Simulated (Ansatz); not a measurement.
# Quasiparticle gap of SiBPC (zincblende [110] superlattice)

Aim: the quasiparticle gap of SiBPC (zincblende [110] superlattice), starting from PBEsol.

Main program and level: Ansatz 0.2.0; PBEsol, then G0W0 on it, plane waves, PAW.

## Step 1: Starting point

The cell holds 16 atoms: 4 B, 4 P, 4 Si and 4 C. Cell: a = 3.141 Å, b = 4.453 Å, c = 12.601 Å, α = 90.0°, β = 90.0°, γ = 90.0°. It derives from BP. Regions: BP, 8 atoms (4 B and 4 P); SiC, 8 atoms (4 Si and 4 C). The structure's axis is c.

The structure was relaxed with PBEsol. The runs that relaxed it are not among those shown.

The logs state that the PAW files were generated under PBE.

## Step 2: Bands along the symmetry lines

Levels along a band path and on the mesh show where this functional puts the band edges.

This step: DFT, PBEsol, plane waves, PAW; PAW set soft_1.

Input file input.yaml:

```yaml
crystal:
  lattice:
    - [3.140640583, 0.0, 0.0]
    - [0.0, 4.4528456644, 5.055e-07]
    - [0.0, 1.4305e-06, 12.6006533662]
  atoms:
    - { symbol: B, position: [0.0, -0.0370428432, 0.0567315172] }
    - { symbol: P, position: [0.5, 0.219662304, 0.0720666123] }
    - { symbol: B, position: [0.5, 0.4709245627, 0.197766228] }
    - { symbol: P, position: [0.0, 0.7235339537, 0.1899345751] }
    - { symbol: B, position: [0.0, -0.0290762478, 0.3174022495] }
    - { symbol: P, position: [0.5, 0.2235335371, 0.3252337836] }
    - { symbol: B, position: [0.5, 0.4629538172, 0.4584365217] }
    - { symbol: P, position: [0.0, 0.7196604401, 0.4431020583] }
    - { symbol: Si, position: [0.0, 0.0390098307, 0.5811794873] }
    - { symbol: C, position: [0.5, 0.277716684, 0.5725258259] }
    - { symbol: Si, position: [0.5, 0.5298817203, 0.6945163783] }
    - { symbol: C, position: [0.0, 0.7763148352, 0.6990456853] }
    - { symbol: Si, position: [0.0, 0.029882343, 0.8206533273] }
    - { symbol: C, position: [0.5, 0.276314885, 0.8161246074] }
    - { symbol: Si, position: [0.5, 0.5390119594, 0.9339905031] }
    - { symbol: C, position: [0.0, 0.7777182187, 0.9426438346] }
kpoints:
  mp_grid: { grid: [8, 6, 2] }
  band_path:
    path:
      - [0.0, 0.0, 0.0]
      - [-0.5, 0.0, 0.0]
      - [-0.5, 0.0, 0.5]
      - [0.0, 0.0, 0.5]
      - [0.0, 0.0, 0.0]
      - [0.0, -0.5, 0.5]
      - [-0.5, -0.5, 0.5]
      - [-0.5, 0.0, 0.0]
      - [-0.5, -0.5, 0.0]
      - [0.0, -0.5, 0.0]
      - [0.0, 0.0, 0.0]
    npoints: 10
hamiltonian:
  xc: pbesol
  pseudopotentials: { kind: paw, azcp: { folder: soft_1 }, xc_functional: pbe }
scf:
  occupations: { method: fermi_dirac, width: 0.02 }
  n_extra_bands: 9
output:
  eigenvalues: true
  write_density: true
  write_potential: true
  elf: true
  volumetric_format: npy
```

Run with:

```console
$ ansatz run input.yaml --threads 4 --pin off --max-ram 17510MiB --backend cpu --events-out ev --progress --plain --runs-dir out
```

Numbers of over 12 decimals in the logs are rounded to 6 here.

The program printed:

```text
Warning: the atoms were moved onto the symmetric positions of the space group found under crystal.symmetry.tolerance 1.0e-5 (fractional; no operation is sought that the atoms, as they stand in a round, miss by more than twice it, and no atom is moved by as much as it), and the run uses the moved positions. Before a round's move an operation carried an atom to 2.04e-5 Å from where it should land, the largest such dist [...]
scf.n_extra_bands = 9 over 32 filled bands (N_el = 64.0): the run solves 41 bands
Engine: ansatz 0.2.0, aarch64-unknown-linux-gnu
Pseudopotentials: kind: paw
Pseudopotential: B, paw, valence charge 3, recommended cutoff 420 eV (normal), soft_1/B.paw.azcp
Pseudopotential: P, paw, valence charge 5, recommended cutoff 420 eV (normal), soft_1/P.paw.azcp
Pseudopotential: Si, paw, valence charge 4, recommended cutoff 420 eV (normal), soft_1/Si.paw.azcp
Pseudopotential: C, paw, valence charge 4, recommended cutoff 420 eV (normal), soft_1/C.paw.azcp
Functional definition: PBEsol
  exchange = pbesol_x
  correlation = pbesol_c
Crystal: 16 atoms, lattice volume = 176.217 Å³
Basis set: ecut = 420 eV, 3451 PW (Γ)
Bands: 41, of which v1, the nominal top of the filled ones, is band 32 counted from 1 (31 counted from 0)
Symmetry: 4 space group operations
Space group: Pmn21 (ITA 31), of the structure as read, at distance tolerance 5.6e-5 Å
k-points: 40 of 96 (time reversal used)
Non-local potential: B, projectors of the file, l = 0: 2, l = 1: 2, l = 2: 1
Non-local potential: P, projectors of the file, l = 0: 2, l = 1: 2, l = 2: 1
Non-local potential: Si, projectors of the file, l = 0: 2, l = 1: 2, l = 2: 1
Non-local potential: C, projectors of the file, l = 0: 2, l = 1: 2, l = 2: 1
PAW form: soft (Blöchl's): semilocal exchange-correlation on the pseudo side does not see the compensation charge
PAW frozen core: B, regenerated for the run's functional, and the local potential with it (the file was generated under x = pbe(κ = 0.804, μ = 0.219515), c = pbe(β = 0.066725))
PAW frozen core: P, regenerated for the run's functional, and the local potential with it (the file was generated under x = pbe(κ = 0.804, μ = 0.219515), c = pbe(β = 0.066725))
PAW frozen core: Si, regenerated for the run's functional, and the local potential with it (the file was generated under x = pbe(κ = 0.804, μ = 0.219515), c = pbe(β = 0.066725))
PAW frozen core: C, regenerated for the run's functional, and the local potential with it (the file was generated under x = pbe(κ = 0.804, μ = 0.219515), c = pbe(β = 0.066725))
PAW one-centre angular grid: B, 110 points (default); XC on 64 Gauss nodes
PAW one-centre angular grid: P, 110 points (default); XC on 64 Gauss nodes
PAW one-centre angular grid: Si, 110 points (default); XC on 64 Gauss nodes
PAW one-centre angular grid: C, 110 points (default); XC on 64 Gauss nodes
Initial density: superposition of atomic densities (chi_scale 0.1, normalization cell, long waves kept (reshape's long-wave potential 0.69 eV rms))
Initial wavefunctions: pseudopotential atomic-orbital guess
Functional: x = pbesol(κ = 0.804, μ = 0.123457), c = pbesol(β = 0.046)
SCF iter   1: F=—  HF=-7056.276986 eV  |F-HF|=—  |Δ(HF+E_count)|=         —  Δρ=1.06e-1  dr2=2.56e1  ethr=3.10e-3  ⟨swp⟩=9.4  Hψ=9340  notcnv=0
preconditioner: auto → Resta (q_TF=auto, 2.305 Å⁻¹)  ε∞=5.5  [insulator: Δε(μ)=2.034 eV  Ē_g=10.602 eV  σ=0.020 eV  W_gap=1.00  n_scr=32 (ndim 8)  ℏωp=22.4 eV  f_vac=0.000  D(μ)=0.00/eV (n_scr^D=0)  ε∞_Penn≈5.5]
SCF iter   2: F=—  HF=-7049.313389 eV  |F-HF|=—  |Δ(HF+E_count)|=    6.96e0  Δρ=4.36e-2  dr2=3.72e0  ethr=3.10e-3  ⟨swp⟩=4.0  Hψ=3979  notcnv=0  defer=129
SCF iter   3: F=—  HF=-7048.234735 eV  |F-HF|=—  |Δ(HF+E_count)|=    1.08e0  Δρ=1.29e-2  dr2=2.57e-1  ethr=3.10e-3  ⟨swp⟩=3.9  Hψ=3117  notcnv=0  defer=129
SCF iter   4: F=—  HF=-7048.183041 eV  |F-HF|=—  |Δ(HF+E_count)|=   5.17e-2  Δρ=2.21e-3  dr2=8.13e-3  ethr=4.01e-4  ⟨swp⟩=3.8  Hψ=3445  notcnv=0  defer=131
SCF iter   5: F=—  HF=-7048.184868 eV  |F-HF|=—  |Δ(HF+E_count)|=   1.83e-3  Δρ=6.21e-4  dr2=5.76e-4  ethr=1.27e-5  ⟨swp⟩=3.6  Hψ=2920  notcnv=0  defer=131
SCF iter   6: F=—  HF=-7048.185187 eV  |F-HF|=—  |Δ(HF+E_count)|=   3.18e-4  Δρ=1.08e-4  dr2=2.98e-5  ethr=9.00e-7  ⟨swp⟩=2.6  Hψ=2648  notcnv=0  defer=131
SCF iter   7: F=—  HF=-7048.185192 eV  |F-HF|=—  |Δ(HF+E_count)|=   4.89e-6  Δρ=1.84e-5  dr2=4.53e-7  ethr=4.65e-8  ⟨swp⟩=2.0  Hψ=2505  notcnv=0  defer=131
SCF iter   8: F=-7048.185192 eV  HF=-7048.185192 eV  |F-HF|=2.75e-9  |Δ(HF+E_count)|=   1.50e-7  Δρ=3.08e-6  dr2=1.82e-8  ethr=1.56e-10  ⟨swp⟩=15.9  Hψ=8587  notcnv=0
SCF 1 converged in 8 iterations: F = -7048.185192 eV  dr2 = 1.82e-8
  greatest PAW one-centre occupation: 0.768 electrons in one spin orbital (limit 2), on the P atom at site 7 (counted from 0), in its partial waves of l = 0
NSCF: frozen V_eff on 101 k-points
SCF converged after 8 iterations
Free energy (F): -7048.185192 eV
Harris-Foulkes:  -7048.185192 eV  (|F-HF|=2.75e-9)
Internal energy: -7048.185192 eV  (E = F + TS)
E sigma→0 (E₀):  -7048.185192 eV
Entropy (-TS):   -0.000000 eV (-0.000 meV/atom)
Fermi energy:    10.192208 eV
--- Per-component energies (eV) ---
  E_band       = 198.711834
  E_kinetic    = 1011.329562
  E_local      = -642.402625  (includes V_loc(G=0)·N_el)
  E_nonlocal   = 342.311390
  E_hartree    = 201.679662
  E_xc         = -842.423590
  E_vxc        = -837.615187  (∫ρ·V_xc dr)
  E_paw        = -4848.031758  (= ΣΔE_a)
  E_vpaw       = -78.270752  (= ΣTr[D̂ρ^β])
  E_aug_tail   = 0.000235  (compensation charges beyond the density's cutoff)
  E_ewald      = -2271.101941
  E_core_change = 0.453873  (= ΣΔE_core)
  E_smearing   = -0.000000  (= −TS)
  E_closure    = 0.000000  (closes the sum)
  Σ components = -7048.185192   (vs F -7048.185192, Δ=0.00e0)
--- Band table (eV; the first three rows and the last of 40) ---
  k-point 0: bands = [... 28 lower, 9.4214, 9.4748, 9.6790, 9.9411, 10.4522, 11.5888, 11.9285, 12.3048, ... 5 higher]
  k-point 1: bands = [... 28 lower, 8.9435, 9.3778, 9.5289, 9.9596, 10.8168, 11.5156, 12.2157, 12.6283, ... 5 higher]
  k-point 2: bands = [... 28 lower, 9.2074, 9.2100, 9.2334, 9.4629, 10.6705, 11.7890, 12.1404, 12.5643, ... 5 higher]
  k-point 39: bands = [... 28 lower, 7.5652, 7.5652, 7.9084, 7.9084, 13.3895, 13.3895, 13.7798, 13.7798, ... 5 higher]
```

The job ended after 23 s (4 threads of Arm Neoverse V1, shared host; peak memory 0.77 GiB; 89 s of CPU time).

In the SCF lines HF is the Harris–Foulkes energy and dr2 the Hartree energy of the density residual, in eV; the loop may stop once dr2 is under the threshold and the program's other checks hold. Hψ counts applications of the Hamiltonian.

This step gave:

* filled bands: 32
* gap: 0.4764 eV
* valence top at: B
* conduction bottom at: Z
* least direct gap: 0.5111 eV

Over mesh and path the gap is 0.476 eV, from k = (0.000, 0.000, 0.500) to k = (-0.500, 0.000, 0.000). The least direct gap found is 0.511 eV, at k = Γ. The program's warnings for this run: structure snapped to symmetry.

Electronic bands along the path, in eV, zero at the top of the highest nominally filled band:

| point | band 29 | band 30 | band 31 | band 32 | band 33 | band 34 | band 35 | band 36 |
| --- | --- | --- | --- | --- | --- | --- | --- | --- |
| Γ | -0.54 | -0.48 | -0.28 | -0.02 | 0.49 | 1.63 | 1.97 | 2.35 |
| halfway | -2.90 | -2.89 | -2.19 | -0.81 | 1.81 | 1.90 | 1.95 | 2.55 |
| Z | -3.97 | -3.97 | -2.17 | -2.17 | 0.48 | 0.48 | 1.40 | 1.40 |
| halfway | -3.63 | -3.63 | -2.41 | -2.41 | 0.57 | 0.57 | 1.50 | 1.50 |
| D | -3.12 | -3.12 | -2.89 | -2.89 | 0.68 | 0.68 | 1.66 | 1.66 |
| halfway | -2.79 | -2.43 | -1.80 | -1.46 | 1.75 | 1.93 | 2.79 | 2.88 |
| B | -1.02 | -0.58 | -0.43 | 0.00 | 0.86 | 1.56 | 2.26 | 2.67 |
| halfway | -0.72 | -0.56 | -0.34 | -0.01 | 0.67 | 1.63 | 1.96 | 2.64 |
| Γ | -0.54 | -0.48 | -0.28 | -0.02 | 0.49 | 1.63 | 1.97 | 2.35 |
| halfway | -1.00 | -0.98 | -0.92 | -0.83 | 1.17 | 1.98 | 2.53 | 3.13 |
| A | -1.90 | -1.90 | -1.53 | -1.53 | 2.48 | 2.48 | 3.06 | 3.06 |
| halfway | -2.03 | -2.03 | -1.78 | -1.78 | 3.43 | 3.43 | 3.67 | 3.67 |
| E | -2.39 | -2.39 | -2.05 | -2.05 | 3.43 | 3.43 | 3.82 | 3.82 |
| halfway | -3.19 | -2.95 | -2.29 | -2.22 | 1.51 | 1.61 | 2.28 | 2.52 |
| Z | -3.97 | -3.97 | -2.17 | -2.17 | 0.48 | 0.48 | 1.40 | 1.40 |
| halfway | -3.19 | -3.19 | -2.04 | -2.04 | 1.70 | 1.70 | 2.14 | 2.14 |
| C2 | -2.01 | -2.01 | -1.87 | -1.87 | 3.39 | 3.39 | 3.58 | 3.58 |
| halfway | -2.06 | -2.06 | -1.86 | -1.86 | 3.45 | 3.45 | 3.52 | 3.52 |
| Y2 | -1.85 | -1.85 | -1.52 | -1.52 | 2.04 | 2.04 | 3.42 | 3.42 |
| halfway | -1.07 | -0.97 | -0.93 | -0.88 | 0.96 | 2.09 | 2.42 | 2.93 |
| Γ | -0.54 | -0.48 | -0.28 | -0.02 | 0.49 | 1.63 | 1.97 | 2.35 |

Valence density in the cb plane at fractional x = 0.000, with atoms of B and P and Si and C within 0.2 Å of it. It is the smooth field of the valence electrons, not physical close to the nuclei.

Ten even steps from '0' (0.1 e/Å³) to '9' (1.6 e/Å³), each cell a mean:
```
542433223443343223331134555421134555
643445435543455434432236999532247999
422244114432244213421126999521137999
210123112311123102310013797310014886
100012333100012333200001343100002442
000001222000001222100000111000000111
000000110000000110000000000000000000
000000000000000000000000000000000000
000000000000000000001110000001100000
011100000012110000011110000011110000
123210000123310000110011100110011000
333321001233331111210012222210022212
```
Columns run along c (12.6 Å), rows up along b (4.5 Å). Atoms in or near the plane, at fractional coordinates: B at (0.06, 0.96), P at (0.19, 0.72), B at (0.32, 0.97), P at (0.44, 0.72), Si at (0.58, 0.04), C at (0.70, 0.78), Si at (0.82, 0.03), C at (0.94, 0.78).

Electrostatic potential energy in the cb plane at fractional x = 0.000, with atoms of B and P and Si and C within 0.2 Å of it. With pseudopotentials it is smooth inside the atoms' cores, unlike the true potential.

Ten even steps from '0' (-40 eV) to '9' (13 eV), each cell a mean:
```
511278778721158878842236767633247778
743575214764576224776576202765576103
888872001688872000688996000788884001
999971000699972000589997313899997215
999984113799985113799999878999999878
999998778999998767999999999999999999
999999999999999999999999999999999999
999999999999999999999999999999999999
999999999999999999988889999988889999
999999999999999999864358999854468999
865799999975689999733426898624337999
621389999731169999735735898537627999
```
Columns run along c (12.6 Å; values clipped at the 3rd and 97th percentile), rows up along b (4.5 Å). Atoms in or near the plane, at fractional coordinates: B at (0.06, 0.96), P at (0.19, 0.72), B at (0.32, 0.97), P at (0.44, 0.72), Si at (0.58, 0.04), C at (0.70, 0.78), Si at (0.82, 0.03), C at (0.94, 0.78).

(Continued in part 2 of 2.)

[Paths, hosts, dates, memory and timing lines, banners, echoed tables and standing remarks are left out of the program output.]

[Logs are printed without paths, hosts, clocks, repeated set-up lines and the standing remarks that a program may print on its own settings, such as how far it seeks lower states.]

[Runs of the session that timed out or met a known fault of the program may be left out.]

[Cells called generated may have been cut or substituted from an entry of the Crystallography Open Database or the Materials Project.]

[Hosts, paths, dates, database ids (printed as entryN), source tags and the programs' standing remarks are cut or masked in the printed files.]

[Where an RPA ε∞ is given, it is that of the G0W0 mesh and is not shown converged in it. Names of k-points follow the symmetry that the program found, which can be lower than the space group named. Band edges on a path are those of the sampled points; other points can move an edge, and change direct to indirect where valleys lie close.]

[Hybrid gaps are those of their k-mesh and are not shown converged in it.]
